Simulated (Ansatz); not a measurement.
# What KSrH3 (model cell, started as cubic perovskite with Sr in the octahedra) distorts into

Wanted: the energy along a soft mode of KSrH3 (model cell, started as cubic perovskite with Sr in the octahedra) and the structure at the end.

Method: DFT PBEsol, scalar-relativistic, plane waves, PAW; PAW set soft_1, in Ansatz 0.2.0.

The structure was built from a prototype and need not be the compound's stable phase.

### 1. Set-up

Symmetry: Pm-3m, No. 221, cubic system. Conventional cell: a = 4.721 Å, b = 4.721 Å, c = 4.721 Å, α = 90.00°, β = 90.00°, γ = 90.00°. K has 12 H at 3.34 Å nearest. Nearest to Sr lie 6 H at 2.36 Å. Nearest to H lie 2 Sr at 2.36 Å. Farther neighbours are not listed.

### 2. Response at finite wavevector

The cell comes from relaxations at this level that are not shown. Stability and thermal properties need the whole zone. Linear response on a 2×2×2 q mesh gives force constants as far as a supercell of that size would, and the tensors from the zone-centre run are typed in so that the long-range dipole term is interpolated apart.

input.yaml

```yaml
crystal:
  lattice:
    - [4.7212170871, 0.0, 0.0]
    - [0.0, 4.7212170871, 0.0]
    - [0.0, 0.0, 4.7212170871]
  atoms:
    - { symbol: K, position: [0.0, 0.0, 0.0] }
    - { symbol: Sr, position: [0.5, 0.5, 0.5] }
    - { symbol: H, position: [0.5, 0.5, 0.0] }
    - { symbol: H, position: [0.5, 0.0, 0.5] }
    - { symbol: H, position: [0.0, 0.5, 0.5] }
kpoints:
  mp_grid: { grid: [4, 4, 4] }
hamiltonian:
  xc: pbesol
  pseudopotentials: { kind: paw, azcp: { folder: soft_1 }, xc_functional: pbe }
scf:
  occupations: { method: fixed }
output:
  eigenvalues: true
phonons:
  method: dfpt
  qmesh: [2, 2, 2]
  temperatures: { t_max: 1000, t_step: 50 }
  qpath:
    path:
      - [[0.0, 0.0, 0.0], [0.0, 0.5, 0.0], [0.5, 0.5, 0.0], [0.0, 0.0, 0.0], [0.5, 0.5, 0.5], [0.0, 0.5, 0.0]]
      - [[0.5, 0.5, 0.5], [0.5, 0.5, 0.0]]
    npoints: 10
  non_analytic_term:
    high_frequency_dielectric_tensor: [[3.1492, 0.0, 0.0], [0.0, 3.1492, 0.0], [0.0, 0.0, 3.1492]]
    born_effective_charges:
      - { species: K, tensor: [[1.1875, 0.0, 0.0], [0.0, 1.1875, 0.0], [0.0, 0.0, 1.1875]] }
      - { species: Sr, tensor: [[1.7231, 0.0, 0.0], [0.0, 1.7231, 0.0], [0.0, 0.0, 1.7231]] }
      - { species: H, tensor: [[-0.9111, 0.0, 0.0], [0.0, -0.9111, 0.0], [0.0, 0.0, -1.0884]] }
      - { species: H, tensor: [[-0.9111, 0.0, 0.0], [0.0, -1.0884, 0.0], [0.0, 0.0, -0.9111]] }
      - { species: H, tensor: [[-1.0884, 0.0, 0.0], [0.0, -0.9111, 0.0], [0.0, 0.0, -0.9111]] }
    source: "zone-centre run at this cell"
```

The run is started by

```sh
$ ansatz run input.yaml --threads 4 --pin off --max-ram 16384MiB --backend cpu --events-out ev --progress --plain --runs-dir out
```

Numbers of over 12 decimals in the logs are rounded to 6 here.

Log:

```text
Engine: ansatz 0.2.0, aarch64-unknown-linux-gnu
Pseudopotentials: kind: paw
Pseudopotential: K, paw, valence charge 9, recommended cutoff 420 eV (normal), soft_1/K.paw.azcp
Pseudopotential: Sr, paw, valence charge 10, recommended cutoff 420 eV (normal), soft_1/Sr.paw.azcp
Pseudopotential: H, paw, valence charge 1, recommended cutoff 420 eV (normal), soft_1/H.paw.azcp
Functional definition: PBEsol
  exchange = pbesol_x
  correlation = pbesol_c
Crystal: 5 atoms, lattice volume = 105.235 Å³
Basis set: ecut = 420 eV, 2103 PW (Γ), exchange–correlation on 64×64×64 points (8 copies of the dense FFT grid, shifted against one another)
Bands: 16, of which v1, the nominal top of the filled ones, is band 11 counted from 1 (10 counted from 0)
Symmetry: 48 space group operations
k-points: 10 of 64
Non-local potential: K, projectors of the file, l = 0: 3, l = 1: 2, l = 2: 2
Non-local potential: Sr, projectors of the file, l = 0: 3, l = 1: 2, l = 2: 2
Non-local potential: H, projectors of the file, l = 0: 2, l = 1: 1
PAW form: soft (Blöchl's): semilocal exchange-correlation on the pseudo side does not see the compensation charge
PAW frozen core: K, regenerated for the run's functional, and the local potential with it (the file was generated under x = pbe(κ = 0.804, μ = 0.219515), c = pbe(β = 0.066725))
PAW frozen core: Sr, regenerated for the run's functional, and the local potential with it (the file was generated under x = pbe(κ = 0.804, μ = 0.219515), c = pbe(β = 0.066725))
PAW one-centre angular grid: K, 110 points (default); XC on 64 Gauss nodes
PAW one-centre angular grid: Sr, 110 points (default); XC on 64 Gauss nodes
PAW one-centre angular grid: H, 110 points (default); XC on 64 Gauss nodes
Initial density: superposition of atomic densities (chi_scale 0.1, normalization cell, long waves kept (reshape's long-wave potential 0.01 eV rms))
Initial wavefunctions: pseudopotential atomic-orbital guess
Functional: x = pbesol(κ = 0.804, μ = 0.123457), c = pbesol(β = 0.046)
SCF iter   1: F=—  HF=-5057.807194 eV  |F-HF|=—  |Δ(HF+E_count)|=         —  Δρ=4.70e-2  dr2=3.20e0  ethr=3.10e-3  ⟨swp⟩=6.1  Hψ=843  notcnv=0  defer=12
preconditioner: auto → Resta (q_TF=auto, 2.102 Å⁻¹)  ε∞=2.1  [insulator: Δε(μ)=3.623 eV  Ē_g=14.570 eV  n_scr=18 (ndim 8)  ℏωp=15.4 eV  f_vac=0.000  ε∞_Penn≈2.1]
SCF iter   2: F=—  HF=-5056.855991 eV  |F-HF|=—  |Δ(HF+E_count)|=   9.51e-1  Δρ=1.70e-2  dr2=5.70e-1  ethr=3.10e-3  ⟨swp⟩=2.4  Hψ=308  notcnv=0  defer=22
SCF iter   3: F=—  HF=-5056.696863 eV  |F-HF|=—  |Δ(HF+E_count)|=   1.59e-1  Δρ=3.71e-3  dr2=1.38e-2  ethr=2.59e-3  ⟨swp⟩=2.8  Hψ=229  notcnv=0  defer=23
SCF iter   4: F=—  HF=-5056.700433 eV  |F-HF|=—  |Δ(HF+E_count)|=   3.57e-3  Δρ=3.87e-4  dr2=3.09e-4  ethr=6.28e-5  ⟨swp⟩=3.4  Hψ=239  notcnv=0  defer=23
SCF iter   5: F=—  HF=-5056.700583 eV  |F-HF|=—  |Δ(HF+E_count)|=   1.50e-4  Δρ=9.76e-5  dr2=5.92e-6  ethr=1.41e-6  ⟨swp⟩=2.5  Hψ=271  notcnv=0  defer=24
SCF iter   6: F=—  HF=-5056.700587 eV  |F-HF|=—  |Δ(HF+E_count)|=   3.96e-6  Δρ=1.79e-5  dr2=2.52e-7  ethr=2.69e-8  ⟨swp⟩=2.1  Hψ=256  notcnv=0  defer=22
SCF iter   7: F=—  HF=-5056.700584 eV  |F-HF|=—  |Δ(HF+E_count)|=   2.96e-6  Δρ=1.92e-6  dr2=5.31e-9  ethr=1.15e-9  ⟨swp⟩=2.0  Hψ=254  notcnv=0  defer=19
SCF iter   8: F=—  HF=-5056.700584 eV  |F-HF|=—  |Δ(HF+E_count)|=   4.26e-9  Δρ=3.54e-7  dr2=1.36e-10  ethr=2.41e-11  ⟨swp⟩=2.2  Hψ=260  notcnv=0  defer=19
SCF iter   9: F=-5056.700584 eV  HF=-5056.700584 eV  |F-HF|=1.82e-12  |Δ(HF+E_count)|=  2.72e-10  Δρ=6.08e-8  dr2=3.84e-12  ethr=1.00e-12  ⟨swp⟩=15.8  Hψ=1411  notcnv=0
SCF 1 converged in 9 iterations: F = -5056.700584 eV  dr2 = 3.84e-12
  greatest PAW one-centre occupation: 0.987 electrons in one spin orbital (limit 2), on the Sr atom at site 1 (counted from 0), in its partial waves of l = 0
NSCF: frozen V_eff on 10 k-points
NSCF: frozen V_eff on 27 k-points
DFPT response loops at q = (0, 0, 0) (fractional): preconditioner auto → none (the input reference at scf.mixing.eps_inf says where Resta's filter doesn't serve); β = 0.50; Broyden in place of MSR1
NSCF: frozen V_eff on 54 k-points
DFPT response loops at q = (0, 0, -0.5) (fractional): preconditioner auto → Resta (q_TF=auto, 2.102 Å⁻¹)  ε∞=4.9 (no band partly filled); β = 1.00, the filter's whole step (`scf.mixing.beta` (0.50) is not read by the response loops at its default; to damp them type it under 1.00, their step now; it binds the ground state too); Broyden in place of MSR1
NSCF: frozen V_eff on 54 k-points
DFPT response loops at q = (0, -0.5, -0.5) (fractional): mixed as the last ones told, above
NSCF: frozen V_eff on 54 k-points
DFPT response loops at q = (-0.5, -0.5, -0.5) (fractional): mixed as the last ones told, above
SCF converged after 9 iterations
Free energy (F): -5056.700584 eV
Harris-Foulkes:  -5056.700584 eV  (|F-HF|=1.82e-12)
Internal energy: -5056.700584 eV  (E = F + TS)
E sigma→0 (E₀):  -5056.700584 eV
Fermi energy:    1.761709 eV
--- Per-component energies (eV) ---
  E_band       = -257.269241
  E_kinetic    = 525.715024
  E_local      = -1430.003140  (includes V_loc(G=0)·N_el)
  E_nonlocal   = 249.913890
  E_hartree    = 412.329186
  E_xc         = -332.909073
  E_vxc        = -352.562312  (∫ρ·V_xc dr)
  E_paw        = -3403.635335  (= ΣΔE_a)
  E_vpaw       = -74.988354  (= ΣTr[D̂ρ^β])
  E_aug_tail   = -0.002737  (compensation charges beyond the density's cutoff)
  E_ewald      = -1078.350632
  E_core_change = 0.242233  (= ΣΔE_core)
  E_smearing   = -0.000000  (= −TS)
  E_closure    = 0.000000  (closes the sum)
  Σ components = -5056.700584   (vs F -5056.700584, Δ=0.00e0)
--- Band table (eV; the first three rows and the last of 10) ---
  k-point 0: bands = [... 7 lower, -11.1509, -0.9675, 1.0192, 1.0192, 8.0876, 8.0876, 8.0876, 8.5434, ... 1 higher]
  k-point 1: bands = [... 7 lower, -11.1513, -0.5702, 1.1063, 1.1643, 7.0747, 7.5041, 7.5041, 7.8796, ... 1 higher]
  k-point 2: bands = [... 7 lower, -11.1517, -0.0571, 1.1933, 1.1997, 6.9701, 7.1325, 7.1325, 7.2774, ... 1 higher]
  k-point 9: bands = [... 7 lower, -11.1834, 1.7617, 1.7617, 1.7617, 5.2404, 5.2404, 5.2404, 7.7093, ... 1 higher]
--- Phonons (Γ-DFPT): 4 representative perturbations + reference (Σ response iterations 14) ---
  ASR residual: 1.878e-4 → 0.000e0 eV/Å²; symmetrization residual: 3.652e-7 eV/Å²
  ASR residual per site (eV/Å²): 5.03e-5 1.88e-4 1.94e-5 1.94e-5 1.94e-5
  Γ frequencies (cm⁻¹): -178.36 -178.36 -178.36 -116.24 -116.24 -116.24 0.00 0.00 0.00 218.03 218.03 218.03 1148.75 1148.75 1148.75
--- Phonons (arbitrary-q DFPT): 4 irreducible q on the 2×2×2 mesh ---
  q = [0.0000, 0.0000, 0.0000] (star 1, of the zone-centre solve; hermiticity 1.29e-7, symmetrization 2.06e-13): -178.36 -178.36 -178.36 -116.24 -116.24 -116.24 -0.00 -0.00 -0.00 218.03 218.03 218.03 1148.75 1148.75 1148.75
  q = [0.0000, 0.0000, -0.5000] (star 3, 9 solved perturbations in 216 linear systems a pass and spin channel, the states on 27 of 64 k-point pairs; hermiticity 1.06e-7, symmetrization 2.22e-9): -109.31 -109.31 -55.65 -55.65 95.81 116.67 123.08 123.08 159.26 240.98 240.98 549.14 1147.81 1147.81 1264.10
  q = [0.0000, -0.5000, -0.5000] (star 3, 9 solved perturbations in 216 linear systems a pass and spin channel, the states on 27 of 64 k-point pairs; hermiticity 1.34e-7, symmetrization 3.09e-9): -345.46 -96.86 -96.86 41.36 72.85 115.37 115.37 234.88 234.88 340.08 340.08 575.87 1146.85 1189.42 1287.19
  q = [-0.5000, -0.5000, -0.5000] (star 1, 4 solved perturbations in 81 linear systems a pass and spin channel, the states on 27 of 64 k-point pairs; hermiticity 7.64e-8, symmetrization 1.84e-9): -353.77 -353.77 -353.77 -52.01 -52.01 -52.01 140.52 140.52 140.52 528.93 528.93 528.93 1188.88 1188.88 1303.22
  sum rule: each row above includes the acoustic sum rule's correction from the zone centre's row sums; it moved no ω² by more than (2.29 cm⁻¹)²
  mesh force constants: q→R imaginary residual 8.07e-18; ASR residual 1.878e-4 → 0.000e0 eV/Å²; symmetrization residual 3.553e-15 eV/Å²
  interpolated dispersion: 63 rows × 15 modes
  density of states and harmonic sums: on the 14×14×14 q-mesh, interpolated from the force constants of a 2×2×2 supercell (with the dipole–dipole term of supplied tensors)
  largest difference from the sums on the solved wave vectors: F 4.00e-2 eV, S 6.19e-5 and C_V 3.22e-5 eV/K
  zero-point energy: 0.328098 eV/cell   skipped modes (ω ≤ 0): 564, of them read as no rigid motion or as one in doubt: 561 (4.667e0 modes/cell left out, lowest -353.77 cm⁻¹)   left out of the sums: 3.11e-1 of the cell's modes: C_V's classical limit lies that fraction below 3 k_B per atom; for a crystal, a wire or a layer, F and S can be off by more, and a phonons.interpolated_qmesh denser along its periods is the remedy for the sampling
```

Elapsed: 28 s, on 4 threads of Arm Neoverse V1, shared host; peak memory 0.52 GiB.

A gap read on the k-mesh alone can miss the band edges.

This step gave:

```
gap on the k-mesh                                       : 2.524 eV
volume per atom                                         : 21.05 Å³
sum-rule residual before enforcement                    : 1.88e-4 eV/Å²
lowest frequency on the path                            : -353.8 cm⁻¹
point group                                             : m-3m
highest frequency on the path or at a solved wavevector : 1303 cm⁻¹
highest optical mode at the zone centre (no LO-TO term) : 1149 cm⁻¹
lowest optical zone-centre mode                         : -178.4 cm⁻¹
lowest mode on the q mesh (acoustic modes at Γ apart)   : -353.8 cm⁻¹
```

Frequencies (cm⁻¹) solved at each irreducible wavevector; negative means imaginary. Frequencies by wavevector, by row:

| q in reciprocal lattice units | star | mode 1 | mode 2 | mode 3 | mode 4 | mode 13 | mode 14 | mode 15 |
| --- | --- | --- | --- | --- | --- | --- | --- | --- |
| 0 0 0 | 1 | -178.4 | -178.4 | -178.4 | -116.2 | 1149 | 1149 | 1149 |
| 0 0 -0.5 | 3 | -109.3 | -109.3 | -55.6 | -55.6 | 1148 | 1148 | 1264 |
| 0 -0.5 -0.5 | 3 | -345.5 | -96.9 | -96.9 | 41.4 | 1147 | 1189 | 1287 |
| -0.5 -0.5 -0.5 | 1 | -353.8 | -353.8 | -353.8 | -52 | 1189 | 1189 | 1303 |

Interpolated from a 2×2×2 q mesh, with the LO-TO term (at Γ the limit along the path; where Γ stands inside the path, tables give the limit on arrival). The phonon branches at the labelled points (cm⁻¹):

| point | branch 1 | branch 2 | branch 3 | branch 4 | branch 12 | branch 13 | branch 14 | branch 15 |
| --- | --- | --- | --- | --- | --- | --- | --- | --- |
| Γ | -178 | -178 | -178 | -116 | 514 | 1149 | 1149 | 1229 |
| halfway | -130 | -130 | -80 | -80 | 532 | 1148 | 1148 | 1246 |
| X | -109 | -109 | -56 | -56 | 549 | 1148 | 1148 | 1264 |
| halfway | -266 | -93 | -70 | -27 | 564 | 1147 | 1174 | 1271 |
| M | -346 | -97 | -97 | 41 | 576 | 1147 | 1189 | 1287 |
| halfway | -234 | -100 | -70 | -44 | 549 | 1148 | 1168 | 1253 |
| Γ | -178 | -178 | -178 | -116 | 514 | 1149 | 1149 | 1229 |
| halfway | -247 | -215 | -215 | -42 | 546 | 1168 | 1168 | 1260 |
| R | -354 | -354 | -354 | -52 | 529 | 1189 | 1189 | 1303 |
| halfway | -278 | -251 | -223 | -47 | 553 | 1169 | 1177 | 1278 |
| X | -109 | -109 | -56 | -56 | 549 | 1148 | 1148 | 1264 |
| jump to R | -354 | -354 | -354 | -52 | 529 | 1189 | 1189 | 1303 |
| halfway | -350 | -267 | -267 | -48 | 552 | 1172 | 1189 | 1292 |
| M | -346 | -97 | -97 | 41 | 576 | 1147 | 1189 | 1287 |

Symmetry leaves 4 wavevectors to solve. The lowest mode among them, the acoustic zeros apart, lies at q = (-0.5, -0.5, -0.5) and is imaginary, 353.8i cm⁻¹, so the energy falls along it.

### 3. The mode frozen in, largest atomic shift 0 Å

The mode followed lies at q = (-0.5, -0.5, -0.5) with frequency 353.8i cm⁻¹ and is 3-fold degenerate, the softest among the wavevectors solved. At small amplitude the distorted cell has space group no. 167 by a symmetry search on the positions. The undistorted cell that holds it gives the zero of energy on the same k mesh.

System of this step: KSrH3 (model cell, started as cubic perovskite with Sr in the octahedra). The structure is cubic, space group Pm-3m (No. 221). The conventional cell has a = 4.721 Å, b = 4.721 Å, c = 4.721 Å, α = 90.00°, β = 90.00°, γ = 90.00°. Nearest to K lie 12 H at 3.34 Å. Nearest to Sr lie 6 H at 2.36 Å. Nearest to H lie 2 Sr at 2.36 Å. Farther neighbours are not listed.

input.yaml

```yaml
crystal:
  lattice:
    - [4.7212170871, 4.7212170871, 0.0]
    - [4.7212170871, 0.0, 4.7212170871]
    - [4.7212170871, 0.0, -4.7212170871]
  atoms:
    - { symbol: K, position: [0.0, 0.5, 0.5] }
    - { symbol: K, position: [0.0, 0.0, 0.0] }
    - { symbol: Sr, position: [0.5, 0.25, 0.75] }
    - { symbol: Sr, position: [0.5, 0.75, 0.25] }
    - { symbol: H, position: [0.5, 0.5, 0.5] }
    - { symbol: H, position: [0.5, 0.0, 0.0] }
    - { symbol: H, position: [0.0, 0.0, 0.5] }
    - { symbol: H, position: [0.0, 0.5, 0.0] }
    - { symbol: H, position: [0.5, 0.5, 0.0] }
    - { symbol: H, position: [0.5, 0.0, 0.5] }
kpoints:
  mp_grid: { grid: [4, 4, 4] }
hamiltonian:
  xc: pbesol
  pseudopotentials: { kind: paw, azcp: { folder: soft_1 }, xc_functional: pbe }
scf:
  occupations: { method: gaussian, width: 0.02 }
output:
  forces: true
  stress: true
  eigenvalues: true
```

Log:

```text
[...]
Crystal: 10 atoms, lattice volume = 210.471 Å³
Basis set: ecut = 420 eV, 4111 PW (Γ), exchange–correlation on 90×90×90 points (8 copies of the dense FFT grid, shifted against one another)
Bands: 32, of which v1, the nominal top of the filled ones, is band 22 counted from 1 (21 counted from 0)
Symmetry: 96 space group operations
[...]
k-points: 8 of 64
[...]
k-point 0: bands = [... 18 lower, 1.0198, 1.7623, 1.7623, 1.7623, 5.2408, 5.2408, 5.2408, 7.7099, ... 3 higher]
  k-point 1: bands = [... 18 lower, 1.1305, 1.2347, 1.6531, 1.6531, 5.1215, 5.4937, 5.4937, 6.8074, ... 3 higher]
  k-point 2: bands = [... 18 lower, 1.3929, 1.3929, 1.3929, 1.3929, 5.5024, 5.5024, 6.2461, 6.2461, ... 3 higher]
  k-point 7: bands = [... 18 lower, 1.3674, 1.3674, 1.4076, 1.4076, 5.1495, 5.1495, 6.8908, 6.8908, ... 3 higher]
[key lines of the parts left out:]
SCF converged after 7 iterations
Free energy (F): -10113.401605 eV
Fermi energy:    3.023898 eV
P = ⅓ Tr σ = -0.0085 GPa (-0.085 kbar)
```

It took 1.1 s on 4 threads; peak memory 0.5 GiB.

This step gave:

| Quantity | Value |
| --- | --- |
| pressure | -0.008459 GPa |
| gap on the k-mesh | 2.523 eV |
| energy from the undistorted cell | 0 meV/atom |

At this level the gap is 2.52 eV on the k-mesh of the self-consistent run, which can miss the band edges.

### 4. The mode frozen in, largest atomic shift 0.6 Å

The atoms are moved along the unstable eigenvector, the largest shift by 0.6 Å, with the cell fixed.

input.yaml, the sections that differ from step 3:

```yaml
crystal:
  lattice:
    - [4.7212170871, 4.7212170871, 0.0]
    - [4.7212170871, 0.0, 4.7212170871]
    - [4.7212170871, 0.0, -4.7212170871]
  atoms:
    - { symbol: K, position: [0.0, 0.5, 0.5] }
    - { symbol: K, position: [0.0, 0.0, 0.0] }
    - { symbol: Sr, position: [0.5, 0.25, 0.75] }
    - { symbol: Sr, position: [0.5, 0.75, 0.25] }
    - { symbol: H, position: [0.4101367167, 0.5, 0.5] }
    - { symbol: H, position: [0.5898632833, 0.0, 0.0] }
    - { symbol: H, position: [0.0, 0.0898632833, 0.5] }
    - { symbol: H, position: [0.0, 0.4101367167, 0.0] }
    - { symbol: H, position: [0.4101367167, 0.5898632833, 0.0] }
    - { symbol: H, position: [0.5898632833, -0.0898632833, 0.5] }
# kpoints, hamiltonian, scf, output: as in step 3
```

Log:

```text
[...]
Crystal: 10 atoms, lattice volume = 210.471 Å³
Basis set: ecut = 420 eV, 4111 PW (Γ), exchange–correlation on 90×90×90 points (8 copies of the dense FFT grid, shifted against one another)
Bands: 32, of which v1, the nominal top of the filled ones, is band 22 counted from 1 (21 counted from 0)
Symmetry: 12 space group operations
[...]
k-points: 13 of 64
[...]
k-point 0: bands = [... 18 lower, 0.9859, 1.7006, 1.7006, 1.7641, 5.2252, 5.2269, 5.2269, 7.6067, ... 5 higher]
  k-point 1: bands = [... 18 lower, 1.0881, 1.2194, 1.5908, 1.5908, 5.1850, 5.4813, 5.4813, 6.9871, ... 5 higher]
  k-point 2: bands = [... 18 lower, 1.3362, 1.3362, 1.3362, 1.3362, 5.6422, 5.6422, 6.1947, 6.1947, ... 5 higher]
  k-point 12: bands = [... 18 lower, 1.1199, 1.1199, 1.4356, 1.4356, 5.3229, 5.3229, 6.5365, 6.5365, ... 5 higher]
[key lines of the parts left out:]
SCF converged after 7 iterations
Free energy (F): -10113.651836 eV
Fermi energy:    3.160639 eV
P = ⅓ Tr σ = -0.7274 GPa (-7.274 kbar)
```

Elapsed: 1.7 s, on 4 threads; peak memory 0.53 GiB; 6 s of CPU time.

This step gave:

- pressure: -0.7274 GPa
- gap on the k-mesh: 2.793 eV
- energy from the undistorted cell: -25.02 meV/atom

The energy, extrapolated to zero smearing, is -25.02 meV/atom against the undistorted cell.

The run ends at a pressure of -0.73 GPa, with forces up to 0.0070 eV/Å.

### 5. Energy along the mode, all amplitudes (two of the runs are shown above)

An imaginary frequency means negative curvature, so the energy should fall and then rise again as anharmonic terms take over.

This step gave:

- depth at the lowest point sampled: 25.02 meV/atom
- largest atomic shift at that point: 0.6 Å

Energy from the parent against largest atomic shift:

| largest atomic shift (Å) | energy from the parent (meV/atom) |
| --- | --- |
| 0.000 | 0 |
| 0.040 | -0.222 |
| 0.080 | -0.882 |
| 0.140 | -2.65 |
| 0.220 | -6.26 |
| 0.320 | -12.1 |
| 0.450 | -20.0 |
| 0.600 | -25.0 |

Displacement at unit largest shift by atom:

| atom | x (Å) | y (Å) | z (Å) | size |
| --- | --- | --- | --- | --- |
| K1 | 0.000 | 0.000 | 0.000 | 0.000 |
| K2 | 0.000 | 0.000 | 0.000 | 0.000 |
| Sr3 | 0.000 | 0.000 | 0.000 | 0.000 |
| Sr4 | 0.000 | 0.000 | 0.000 | 0.000 |
| H5 | -0.707 | -0.707 | 0.000 | 1.000 |
| H6 | 0.707 | 0.707 | 0.000 | 1.000 |
| H7 | 0.707 | 0.000 | 0.707 | 1.000 |
| H8 | -0.707 | 0.000 | -0.707 | 1.000 |
| H9 | 0.000 | -0.707 | 0.707 | 1.000 |
| H10 | 0.000 | 0.707 | -0.707 | 1.000 |

The lowest of the steps tried is the last one, at 0.6 Å, 25.0 meV/atom below the parent; the bottom of the well need not coincide with a step.

(Continued in part 2 of 3.)

[Logs are printed without paths, hosts, clocks, repeated set-up lines and the standing remarks that a program may print on its own settings, such as how far it seeks lower states.]

[Hosts, paths, dates, database ids (printed as entryN), source tags and the programs' standing remarks are cut or masked in the printed files.]
